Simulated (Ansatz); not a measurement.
Planning a run of Ansatz 0.2.0 on SiO2 (P3_221). The input:

```yaml
crystal:
  lattice:
    - [4.91636, 0.0, 0.0]
    - [-2.45818, 4.2576926541, 0.0]
    - [0.0, 0.0, 5.4084]
  atoms:
    - { symbol: Si, position: [0.46973, 0.0, 0.6666666667] }
    - { symbol: Si, position: [0.0, 0.46973, 0.3333333333] }
    - { symbol: Si, position: [0.53027, 0.53027, 0.0] }
    - { symbol: O, position: [0.41354, 0.26758, 0.78558] }
    - { symbol: O, position: [0.73242, 0.14596, 0.4522466667] }
    - { symbol: O, position: [0.85404, 0.58646, 0.1189133333] }
    - { symbol: O, position: [0.26758, 0.41354, 0.21442] }
    - { symbol: O, position: [0.14596, 0.73242, 0.5477533333] }
    - { symbol: O, position: [0.58646, 0.85404, 0.8810866667] }
kpoints:
  mp_grid: { grid: [6, 6, 4] }
hamiltonian:
  xc: pbe
  pseudopotentials: { kind: paw, azcp: { folder: soft_1 } }
scf:
  occupations: { method: fixed }
gw:
  n_empty_bands: 472
  ecut_chi: 150.0
  qp_bands: [v3, c3]
  qp_kpoints: band_edges
  screening: { model: contour_deformation }
```

```sh
ansatz run input.yaml --threads 3 --pin off --max-ram 92160MiB --backend cuda --events-out ev --progress --plain --runs-dir out --devices 1 --max-vram 13GiB
```

Q: Estimate wall time and host memory on 1 × NVIDIA H100 80GB HBM3 (shared by 6 runs) with 3 threads of AMD EPYC 7R13 (Zen 3), shared host.

It took 95 s; on shared hardware allow 48 s to 3.2 min. Peak host memory was 2.5 GiB. The sizes that set the cost: 2209 plane waves a state, 24 irreducible k points, 496 bands summed, 455 plane waves in the screening and 8 SCF cycles.

The screening grows as filled bands × empty bands × pairs of k points, times the square of the screening basis for the matrix.

[Paths, hosts, dates, memory and timing lines, banners, echoed tables and standing remarks are left out of the program output.]

[Logs are printed without paths, hosts, clocks, repeated set-up lines and the standing remarks that a program may print on its own settings, such as how far it seeks lower states.]

[Runs of the session that timed out or met a known fault of the program may be left out.]

[Cells called generated may have been cut or substituted from an entry of the Crystallography Open Database or the Materials Project.]

[Hosts, paths, dates, database ids (printed as entryN), source tags and the programs' standing remarks are cut or masked in the printed files.]
